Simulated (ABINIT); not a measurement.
## SrTiO3 (Tausonite): a self-consistent loop beyond G0W0, cycle by cycle

Wanted: G0W0 and self-consistent gaps of SrTiO3 (Tausonite), with the cost of the cycles.

Program: ABINIT 10.8.3. Level of theory: PBE and many-body steps on it, plane waves. Results are calculated unless marked as measured.

**What was measured.**

- Gap 3.77 eV: direct gap (M0 critical point); spectroscopic ellipsometry, second-derivative fit; 300 K; bulk crystal (commercial single crystal) (“Optical probe of ferroelectric order in bulk and thin film perovskite titanates”, 2013, arxiv:1309.1245).

Most raw output is cut from this account.

### Step 1. Set-up

It takes space group Pm-3m (No. 221, cubic). Conventional cell: a = 3.905 Å, b = 3.905 Å, c = 3.905 Å, α = 90.00°, β = 90.00°, γ = 90.00°. Sr has 12 O at 2.76 Å nearest. Ti has 6 O at 1.95 Å nearest. Nearest to O lie 2 Ti at 1.95 Å and 4 Sr at 2.76 Å. Farther neighbours and most contacts between anions are not listed.

The cell and positions come from the Crystallography Open Database and are kept as given unless a step says otherwise.

### Step 2. Empty states on the mesh, 4×4×4 mesh, 124 bands

This step: ABINIT 10.8.3; DFT, PBE, plane waves, norm-conserving pseudopotentials.

The sums over transitions need many empty states on a uniform mesh; this step solves for them.

Input file run.abi:

```
acell 3*1.0 Angstrom
rprim 
  3.905280000000 0.000000000000 0.000000000000
  0.000000000000 3.905280000000 0.000000000000
  0.000000000000 0.000000000000 3.905280000000
ntypat 3
znucl 38 22 8
natom 5
typat 1 2 3 3 3
xred 
  0.500000000000 0.500000000000 0.500000000000
  0.000000000000 0.000000000000 0.000000000000
  0.500000000000 0.000000000000 0.000000000000
  0.000000000000 0.500000000000 0.000000000000
  0.000000000000 0.000000000000 0.500000000000
pp_dirpath "pseudos"
pseudos "Sr.upf, Ti.upf, O.upf"
ecut 38
ngkpt 4 4 4
nshiftk 1
shiftk 0 0 0
kptopt 1
chksymbreak 0
irdden 1
istwfk *1
nband 124
prtvol 0
optdriver 6
gwr_task "HDIAGO"
paral_kgb 0
occopt 1
indata_prefix "in"
outdata_prefix "out"
tmpdata_prefix "tmp"
```

Started as:

```bash
OMP_NUM_THREADS=1 mpirun -n 8 abinit run.abi > log
```

Run time: 1.8 min. Hardware: 8 MPI ranks of Arm Neoverse V2, shared host; peak memory 9.1 GiB.

This step gave:

```
gap                                                           : 1.908 eV
k of the valence top                                          : 0.5, 0.5, 0.5
k of the conduction bottom                                    : 0, 0, 0
least direct gap                                              : 2.263 eV
k points computed                                             : 10
lowest point of the top converged band, above the valence top : 67.7974 eV
```

On this mesh the gap is 1.908 eV.

The density comes from a self-consistent run that is not shown.

### Step 3. Screening, 4×4×4 mesh, 116 bands, screening to 136.1 eV

The RPA dielectric matrix is built and inverted for each q.

This step: RPA screening on PBE, plane waves, norm-conserving pseudopotentials.

Edit run.abi of step 2 so:

```diff
@@ -23,10 +23,11 @@
 chksymbreak 0
-irdden 1
 istwfk *1
-nband 124
-prtvol 0
-optdriver 6
-gwr_task "HDIAGO"
-paral_kgb 0
 occopt 1
+irdwfk 1
+optdriver 3
+nband 116
+ecuteps 5
+inclvkb 2
+awtr 1
+symchi 1
 indata_prefix "in"
```

Run time: 27 s. Hardware: 8 MPI ranks; peak memory 1.8 GiB; 3.6 min of CPU time.

Numbers from this step:

```
ε∞ with local fields, on this mesh, along the program's q direction : 6.409
the same without local fields                                       : 6.768
plasma frequency                                                    : 30.43 eV
plane waves in the screening matrix                                 : 203
```

Local fields lower ε∞ by 5 %. On a Γ-centred mesh this coarse the value itself is usually too large, while a short band sum pulls it down.

### Step 4. G0W0

The self-energy is evaluated for the states that the input lists, and the levels follow from it, in one-shot runs by the linearised quasiparticle equation.

This step: G0W0 on PBE, plane waves, norm-conserving pseudopotentials.

Edit run.abi of step 3 so:

```diff
@@ -26,8 +26,17 @@
 irdwfk 1
-optdriver 3
+optdriver 4
 nband 116
+gwcalctyp 0
+ecutsigx 38
+symsigma 1
+nkptgw 2
+kptgw 
+  0.5000000000 0.5000000000 0.5000000000
+  0.0000000000 0.0000000000 0.0000000000
+bdgw 
+  18 23
+  18 23
 ecuteps 5
-inclvkb 2
-awtr 1
-symchi 1
+irdscr 1
+ppmodel 1
 indata_prefix "in"
```

Run time: 6.4 s. Hardware: 8 MPI ranks; peak memory 1.8 GiB.

Numbers from this step:

| Quantity | Value |
| --- | --- |
| G0W0 gap on the points computed | 3.495 eV |
| starting gap on the mesh | 1.908 eV |
| k of the valence top | 0.5, 0.5, 0.5 |
| k of the conduction bottom | 0, 0, 0 |
| Z at the valence top | 0.769 |
| Z at the conduction bottom | 0.783 |
| least direct G0W0 gap on the computed points | 3.861 eV |

The gap on the mesh goes from 1.91 eV to 3.50 eV, a correction of +1.59 eV.

### Step 5. QSGW, cycle 1

This step: QSGW on PBE, plane waves, norm-conserving pseudopotentials.

Edit run.abi of step 4 so:

```diff
@@ -28,12 +28,28 @@
 nband 116
-gwcalctyp 0
+gwcalctyp 28
 ecutsigx 38
-symsigma 1
-nkptgw 2
+symsigma 0
+nkptgw 10
 kptgw 
+  0.0000000000 0.0000000000 0.0000000000
+  0.2500000000 0.0000000000 0.0000000000
+  0.5000000000 0.0000000000 0.0000000000
+  0.2500000000 0.2500000000 0.0000000000
+  0.5000000000 0.2500000000 0.0000000000
+  0.5000000000 0.5000000000 0.0000000000
+  0.2500000000 0.2500000000 0.2500000000
+  0.5000000000 0.2500000000 0.2500000000
+  0.5000000000 0.5000000000 0.2500000000
   0.5000000000 0.5000000000 0.5000000000
-  0.0000000000 0.0000000000 0.0000000000
 bdgw 
-  18 23
-  18 23
+  12 31
+  12 31
+  12 31
+  12 31
+  12 31
+  12 31
+  12 31
+  12 31
+  12 31
+  12 31
 ecuteps 5
@@ -41,2 +57,3 @@
 ppmodel 1
+rhoqpmix 0.3
 indata_prefix "in"
```

It took 2.8 min on 8 MPI ranks; peak memory 4 GiB; 22 min of CPU time.

Numbers from this step:

| Item | Value |
| --- | --- |
| quasiparticle gap on the mesh | 3.904 eV |
| gap of the density functional on the mesh | 1.908 eV |
| k of the valence top | 0.5, 0.5, 0.5 |
| k of the conduction bottom | 0, 0, 0 |
| Z at the valence top | 1 |
| Z at the conduction bottom | 1 |
| least direct quasiparticle gap on the computed points | 4.272 eV |

Against G0W0 in ABINIT (4×4×4 mesh, 116 bands, screening to 136.1 eV, Godby-Needs plasmon pole), the gap moves by +0.409 eV.

### Step 6. Screening, 4×4×4 mesh, 116 bands, screening to 136.1 eV

This step: RPA screening on PBE, plane waves, norm-conserving pseudopotentials.

Input file run.abi:

```
acell 3*1.0 Angstrom
rprim 
  3.905280000000 0.000000000000 0.000000000000
  0.000000000000 3.905280000000 0.000000000000
  0.000000000000 0.000000000000 3.905280000000
ntypat 3
znucl 38 22 8
natom 5
typat 1 2 3 3 3
xred 
  0.500000000000 0.500000000000 0.500000000000
  0.000000000000 0.000000000000 0.000000000000
  0.500000000000 0.000000000000 0.000000000000
  0.000000000000 0.500000000000 0.000000000000
  0.000000000000 0.000000000000 0.500000000000
pp_dirpath "pseudos"
pseudos "Sr.upf, Ti.upf, O.upf"
ecut 38
ngkpt 4 4 4
nshiftk 1
shiftk 0 0 0
kptopt 1
chksymbreak 0
istwfk *1
occopt 1
irdwfk 1
optdriver 3
nband 116
ecuteps 5
inclvkb 2
awtr 1
symchi 1
gwcalctyp 28
mbpt_sciss 2.368 eV
nqptdm 1
qptdm 
  0 0 0
indata_prefix "in"
outdata_prefix "out"
tmpdata_prefix "tmp"
```

The job ended after 9.5 s (8 MPI ranks; peak memory 1.8 GiB).

Numbers from this step:

```yaml
eps_infinity_with_local_fields_on_this_mesh_along_the_program_s_q_direction: 4.817
the_same_without_local_fields: 5.065
plasma_frequency: 30.43 eV
plane_waves_in_the_screening_matrix: 203
```

This screening uses the functional's bands under a rigid shift, the mean opening of the cycle before.

### Step 7. Screening, 4×4×4 mesh, 116 bands, screening to 136.1 eV

This step: RPA screening on PBE from quasiparticle energies and orbitals, plane waves, norm-conserving pseudopotentials.

Edit run.abi of step 6 so:

```diff
@@ -32,7 +32,15 @@
 symchi 1
+irdqps 1
 gwcalctyp 28
-mbpt_sciss 2.368 eV
-nqptdm 1
+nqptdm 9
 qptdm 
-  0 0 0
+  0.2500000000 0.0000000000 0.0000000000
+  0.5000000000 0.0000000000 0.0000000000
+  0.2500000000 0.2500000000 0.0000000000
+  0.5000000000 0.2500000000 0.0000000000
+  0.5000000000 0.5000000000 0.0000000000
+  0.2500000000 0.2500000000 0.2500000000
+  0.5000000000 0.2500000000 0.2500000000
+  0.5000000000 0.5000000000 0.2500000000
+  0.5000000000 0.5000000000 0.5000000000
 indata_prefix "in"
```

Input file mrgscr.stdin:

```
2
merged
q0_SCR
out_SCR
1
```

Started as:

```bash
OMP_NUM_THREADS=1 mpirun -n 8 abinit run.abi > log; mrgscr < mrgscr.stdin
```

Wall time 22 s (8 MPI ranks); peak memory 1.6 GiB.

Numbers from this step:

- plasma frequency: 30.43 eV
- plane waves in the screening matrix: 203

This screening reads the quasiparticle levels of the cycle before.

### Step 8. QSGW, cycle 2

The corrected levels of the last cycle go back in.

This step: QSGW on PBE, plane waves, norm-conserving pseudopotentials.

Edit run.abi of step 7 so:

```diff
@@ -26,12 +26,10 @@
 irdwfk 1
-optdriver 3
+optdriver 4
 nband 116
-ecuteps 5
-inclvkb 2
-awtr 1
-symchi 1
-irdqps 1
 gwcalctyp 28
-nqptdm 9
-qptdm 
+ecutsigx 38
+symsigma 0
+nkptgw 10
+kptgw 
+  0.0000000000 0.0000000000 0.0000000000
   0.2500000000 0.0000000000 0.0000000000
@@ -45,2 +43,18 @@
   0.5000000000 0.5000000000 0.5000000000
+bdgw 
+  12 31
+  12 31
+  12 31
+  12 31
+  12 31
+  12 31
+  12 31
+  12 31
+  12 31
+  12 31
+ecuteps 5
+irdscr 1
+ppmodel 1
+irdqps 1
+rhoqpmix 0.3
 indata_prefix "in"
```

Started as:

```bash
OMP_NUM_THREADS=1 mpirun -n 8 abinit run.abi > log
```

It took 2.8 min on 8 MPI ranks; peak memory 4 GiB.

Numbers from this step:

| Quantity | Value |
| --- | --- |
| quasiparticle gap on the mesh | 4.318 eV |
| gap of the density functional on the mesh | 1.908 eV |
| k of the valence top | 0.5, 0.5, 0.5 |
| k of the conduction bottom | 0, 0, 0 |
| least direct quasiparticle gap on the computed points | 4.737 eV |

Against the cycle before, the gap moves by +0.414 eV.

### Step 9. Screening, 4×4×4 mesh, 116 bands, screening to 136.1 eV

This step: RPA screening on PBE, plane waves, norm-conserving pseudopotentials.

Input file run.abi:

```
acell 3*1.0 Angstrom
rprim 
  3.905280000000 0.000000000000 0.000000000000
  0.000000000000 3.905280000000 0.000000000000
  0.000000000000 0.000000000000 3.905280000000
ntypat 3
znucl 38 22 8
natom 5
typat 1 2 3 3 3
xred 
  0.500000000000 0.500000000000 0.500000000000
  0.000000000000 0.000000000000 0.000000000000
  0.500000000000 0.000000000000 0.000000000000
  0.000000000000 0.500000000000 0.000000000000
  0.000000000000 0.000000000000 0.500000000000
pp_dirpath "pseudos"
pseudos "Sr.upf, Ti.upf, O.upf"
ecut 38
ngkpt 4 4 4
nshiftk 1
shiftk 0 0 0
kptopt 1
chksymbreak 0
istwfk *1
occopt 1
irdwfk 1
optdriver 3
nband 116
ecuteps 5
inclvkb 2
awtr 1
symchi 1
gwcalctyp 28
mbpt_sciss 2.783 eV
nqptdm 1
qptdm 
  0 0 0
indata_prefix "in"
outdata_prefix "out"
tmpdata_prefix "tmp"
```

Wall time 9.7 s (8 MPI ranks); peak memory 1.8 GiB.

This step gave:

```yaml
eps_infinity_with_local_fields_on_this_mesh_along_the_program_s_q_direction: 4.644
the_same_without_local_fields: 4.880
plasma_frequency: 30.43 eV
plane_waves_in_the_screening_matrix: 203
```

This screening uses the functional's bands under a rigid shift, the mean opening of the cycle before.

### Step 10. Screening, 4×4×4 mesh, 116 bands, screening to 136.1 eV

This step: RPA screening on PBE from quasiparticle energies and orbitals, plane waves, norm-conserving pseudopotentials.

Edit run.abi of step 9 so:

```diff
@@ -32,7 +32,15 @@
 symchi 1
+irdqps 1
 gwcalctyp 28
-mbpt_sciss 2.783 eV
-nqptdm 1
+nqptdm 9
 qptdm 
-  0 0 0
+  0.2500000000 0.0000000000 0.0000000000
+  0.5000000000 0.0000000000 0.0000000000
+  0.2500000000 0.2500000000 0.0000000000
+  0.5000000000 0.2500000000 0.0000000000
+  0.5000000000 0.5000000000 0.0000000000
+  0.2500000000 0.2500000000 0.2500000000
+  0.5000000000 0.2500000000 0.2500000000
+  0.5000000000 0.5000000000 0.2500000000
+  0.5000000000 0.5000000000 0.5000000000
 indata_prefix "in"
```

mrgscr.stdin is that of step 7.

Started as:

```bash
OMP_NUM_THREADS=1 mpirun -n 8 abinit run.abi > log; mrgscr < mrgscr.stdin
```

Elapsed: 21 s, on 8 MPI ranks; peak memory 1.6 GiB.

This step gave:

```
plasma frequency                    : 30.43 eV
plane waves in the screening matrix : 203
```

This screening reads the quasiparticle levels of the cycle before.

### Step 11. QSGW, cycle 3

This step: QSGW on PBE, plane waves, norm-conserving pseudopotentials.

Edit run.abi of step 10 so:

```diff
@@ -26,12 +26,10 @@
 irdwfk 1
-optdriver 3
+optdriver 4
 nband 116
-ecuteps 5
-inclvkb 2
-awtr 1
-symchi 1
-irdqps 1
 gwcalctyp 28
-nqptdm 9
-qptdm 
+ecutsigx 38
+symsigma 0
+nkptgw 10
+kptgw 
+  0.0000000000 0.0000000000 0.0000000000
   0.2500000000 0.0000000000 0.0000000000
@@ -45,2 +43,18 @@
   0.5000000000 0.5000000000 0.5000000000
+bdgw 
+  12 31
+  12 31
+  12 31
+  12 31
+  12 31
+  12 31
+  12 31
+  12 31
+  12 31
+  12 31
+ecuteps 5
+irdscr 1
+ppmodel 1
+irdqps 1
+rhoqpmix 0.3
 indata_prefix "in"
```

Started as:

```bash
OMP_NUM_THREADS=1 mpirun -n 8 abinit run.abi > log
```

It took 2.8 min on 8 MPI ranks; peak memory 4 GiB.

This step gave:

* quasiparticle gap on the mesh: 4.052 eV
* gap of the density functional on the mesh: 1.908 eV
* k of the valence top: 0.5, 0.5, 0.5
* k of the conduction bottom: 0, 0, 0
* least direct quasiparticle gap on the computed points: 4.496 eV

Against the cycle before, the gap moves by −0.266 eV.

### Step 12. Screening, 4×4×4 mesh, 116 bands, screening to 136.1 eV

This step: RPA screening on PBE, plane waves, norm-conserving pseudopotentials.

Input file run.abi:

```
acell 3*1.0 Angstrom
rprim 
  3.905280000000 0.000000000000 0.000000000000
  0.000000000000 3.905280000000 0.000000000000
  0.000000000000 0.000000000000 3.905280000000
ntypat 3
znucl 38 22 8
natom 5
typat 1 2 3 3 3
xred 
  0.500000000000 0.500000000000 0.500000000000
  0.000000000000 0.000000000000 0.000000000000
  0.500000000000 0.000000000000 0.000000000000
  0.000000000000 0.500000000000 0.000000000000
  0.000000000000 0.000000000000 0.500000000000
pp_dirpath "pseudos"
pseudos "Sr.upf, Ti.upf, O.upf"
ecut 38
ngkpt 4 4 4
nshiftk 1
shiftk 0 0 0
kptopt 1
chksymbreak 0
istwfk *1
occopt 1
irdwfk 1
optdriver 3
nband 116
ecuteps 5
inclvkb 2
awtr 1
symchi 1
gwcalctyp 28
mbpt_sciss 2.513 eV
nqptdm 1
qptdm 
  0 0 0
indata_prefix "in"
outdata_prefix "out"
tmpdata_prefix "tmp"
```

It took 9.6 s on 8 MPI ranks; peak memory 1.8 GiB; 76 s of CPU time.

This step gave:

```
ε∞ with local fields, on this mesh, along the program's q direction : 4.754
the same without local fields                                       : 4.998
plasma frequency                                                    : 30.43 eV
plane waves in the screening matrix                                 : 203
```

This screening uses the functional's bands under a rigid shift, the mean opening of the cycle before.

### Step 13. Screening, 4×4×4 mesh, 116 bands, screening to 136.1 eV

This step: RPA screening on PBE from quasiparticle energies and orbitals, plane waves, norm-conserving pseudopotentials.

Edit run.abi of step 12 so:

```diff
@@ -32,7 +32,15 @@
 symchi 1
+irdqps 1
 gwcalctyp 28
-mbpt_sciss 2.513 eV
-nqptdm 1
+nqptdm 9
 qptdm 
-  0 0 0
+  0.2500000000 0.0000000000 0.0000000000
+  0.5000000000 0.0000000000 0.0000000000
+  0.2500000000 0.2500000000 0.0000000000
+  0.5000000000 0.2500000000 0.0000000000
+  0.5000000000 0.5000000000 0.0000000000
+  0.2500000000 0.2500000000 0.2500000000
+  0.5000000000 0.2500000000 0.2500000000
+  0.5000000000 0.5000000000 0.2500000000
+  0.5000000000 0.5000000000 0.5000000000
 indata_prefix "in"
```

mrgscr.stdin is that of step 10.

Started as:

```bash
OMP_NUM_THREADS=1 mpirun -n 8 abinit run.abi > log; mrgscr < mrgscr.stdin
```

Elapsed: 21 s, on 8 MPI ranks; peak memory 1.6 GiB; 2.7 min of CPU time.

Numbers from this step:

* plasma frequency: 30.43 eV
* plane waves in the screening matrix: 203

This screening reads the quasiparticle levels of the cycle before.

### Step 14. QSGW, cycle 4

This step: QSGW on PBE, plane waves, norm-conserving pseudopotentials.

Edit run.abi of step 13 so:

```diff
@@ -26,12 +26,10 @@
 irdwfk 1
-optdriver 3
+optdriver 4
 nband 116
-ecuteps 5
-inclvkb 2
-awtr 1
-symchi 1
-irdqps 1
 gwcalctyp 28
-nqptdm 9
-qptdm 
+ecutsigx 38
+symsigma 0
+nkptgw 10
+kptgw 
+  0.0000000000 0.0000000000 0.0000000000
   0.2500000000 0.0000000000 0.0000000000
@@ -45,2 +43,18 @@
   0.5000000000 0.5000000000 0.5000000000
+bdgw 
+  12 31
+  12 31
+  12 31
+  12 31
+  12 31
+  12 31
+  12 31
+  12 31
+  12 31
+  12 31
+ecuteps 5
+irdscr 1
+ppmodel 1
+irdqps 1
+rhoqpmix 0.3
 indata_prefix "in"
```

Started as:

```bash
OMP_NUM_THREADS=1 mpirun -n 8 abinit run.abi > log
```

The job ended after 3 min (8 MPI ranks; peak memory 4 GiB).

This step gave:

- quasiparticle gap on the mesh: 3.688 eV
- gap of the density functional on the mesh: 1.908 eV
- k of the valence top: 0.5, 0.5, 0.5
- k of the conduction bottom: 0, 0, 0
- least direct quasiparticle gap on the computed points: 4.137 eV

Against the cycle before, the gap moves by −0.364 eV.

### Step 15. Screening, 4×4×4 mesh, 116 bands, screening to 136.1 eV

This step: RPA screening on PBE, plane waves, norm-conserving pseudopotentials.

Input file run.abi:

```
acell 3*1.0 Angstrom
rprim 
  3.905280000000 0.000000000000 0.000000000000
  0.000000000000 3.905280000000 0.000000000000
  0.000000000000 0.000000000000 3.905280000000
ntypat 3
znucl 38 22 8
natom 5
typat 1 2 3 3 3
xred 
  0.500000000000 0.500000000000 0.500000000000
  0.000000000000 0.000000000000 0.000000000000
  0.500000000000 0.000000000000 0.000000000000
  0.000000000000 0.500000000000 0.000000000000
  0.000000000000 0.000000000000 0.500000000000
pp_dirpath "pseudos"
pseudos "Sr.upf, Ti.upf, O.upf"
ecut 38
ngkpt 4 4 4
nshiftk 1
shiftk 0 0 0
kptopt 1
chksymbreak 0
istwfk *1
occopt 1
irdwfk 1
optdriver 3
nband 116
ecuteps 5
inclvkb 2
awtr 1
symchi 1
gwcalctyp 28
mbpt_sciss 2.148 eV
nqptdm 1
qptdm 
  0 0 0
indata_prefix "in"
outdata_prefix "out"
tmpdata_prefix "tmp"
```

The job ended after 11 s (8 MPI ranks; peak memory 1.7 GiB; 90 s of CPU time).

This step gave:

```
ε∞ with local fields, on this mesh, along the program's q direction : 4.917
the same without local fields                                       : 5.172
plasma frequency                                                    : 30.43 eV
plane waves in the screening matrix                                 : 203
```

This screening uses the functional's bands under a rigid shift, the mean opening of the cycle before.

### Step 16. Screening, 4×4×4 mesh, 116 bands, screening to 136.1 eV

This step: RPA screening on PBE from quasiparticle energies and orbitals, plane waves, norm-conserving pseudopotentials.

Edit run.abi of step 15 so:

```diff
@@ -32,7 +32,15 @@
 symchi 1
+irdqps 1
 gwcalctyp 28
-mbpt_sciss 2.148 eV
-nqptdm 1
+nqptdm 9
 qptdm 
-  0 0 0
+  0.2500000000 0.0000000000 0.0000000000
+  0.5000000000 0.0000000000 0.0000000000
+  0.2500000000 0.2500000000 0.0000000000
+  0.5000000000 0.2500000000 0.0000000000
+  0.5000000000 0.5000000000 0.0000000000
+  0.2500000000 0.2500000000 0.2500000000
+  0.5000000000 0.2500000000 0.2500000000
+  0.5000000000 0.5000000000 0.2500000000
+  0.5000000000 0.5000000000 0.5000000000
 indata_prefix "in"
```

mrgscr.stdin is that of step 13.

Started as:

```bash
OMP_NUM_THREADS=1 mpirun -n 8 abinit run.abi > log; mrgscr < mrgscr.stdin
```

The job ended after 24 s (8 MPI ranks; peak memory 1.6 GiB; 3.2 min of CPU time).

Numbers from this step:

```
plasma frequency                    : 30.43 eV
plane waves in the screening matrix : 203
```

This screening reads the quasiparticle levels of the cycle before.

### Step 17. QSGW, cycle 5

This step: QSGW on PBE, plane waves, norm-conserving pseudopotentials.

Edit run.abi of step 16 so:

```diff
@@ -26,12 +26,10 @@
 irdwfk 1
-optdriver 3
+optdriver 4
 nband 116
-ecuteps 5
-inclvkb 2
-awtr 1
-symchi 1
-irdqps 1
 gwcalctyp 28
-nqptdm 9
-qptdm 
+ecutsigx 38
+symsigma 0
+nkptgw 10
+kptgw 
+  0.0000000000 0.0000000000 0.0000000000
   0.2500000000 0.0000000000 0.0000000000
@@ -45,2 +43,18 @@
   0.5000000000 0.5000000000 0.5000000000
+bdgw 
+  12 31
+  12 31
+  12 31
+  12 31
+  12 31
+  12 31
+  12 31
+  12 31
+  12 31
+  12 31
+ecuteps 5
+irdscr 1
+ppmodel 1
+irdqps 1
+rhoqpmix 0.3
 indata_prefix "in"
```

Started as:

```bash
OMP_NUM_THREADS=1 mpirun -n 8 abinit run.abi > log
```

Elapsed: 3 min, on 8 MPI ranks; peak memory 4 GiB.

This step gave:

```yaml
quasiparticle_gap_on_the_mesh: 3.537 eV
gap_of_the_density_functional_on_the_mesh: 1.908 eV
k_of_the_valence_top: 0.5, 0.5, 0.5
k_of_the_conduction_bottom: 0, 0, 0
least_direct_quasiparticle_gap_on_the_computed_points: 3.981 eV
```

Against the cycle before, the gap moves by −0.151 eV.

(Part 1 of 2 ends here.)

[Paths, hosts, dates, memory and timing lines, banners, echoed tables and standing remarks are left out of the program output.]

[Logs are printed without paths, hosts, clocks, repeated set-up lines and the standing remarks that a program may print on its own settings, such as how far it seeks lower states.]

[Runs of the session that timed out or met a known fault of the program may be left out.]

[Hosts, paths, dates, database ids (printed as entryN), source tags and the programs' standing remarks are cut or masked in the printed files.]

[G0W0 gaps are taken among the corrected bands and points alone; a level outside them can change the order at an edge.]

[Where Ansatz stands beside ABINIT at settings called matched, ABINIT's density can come from a denser mesh and the files from another edition; pairs whose starting gaps differed by over 0.03 eV were left out, so agreement reads better than it is.]
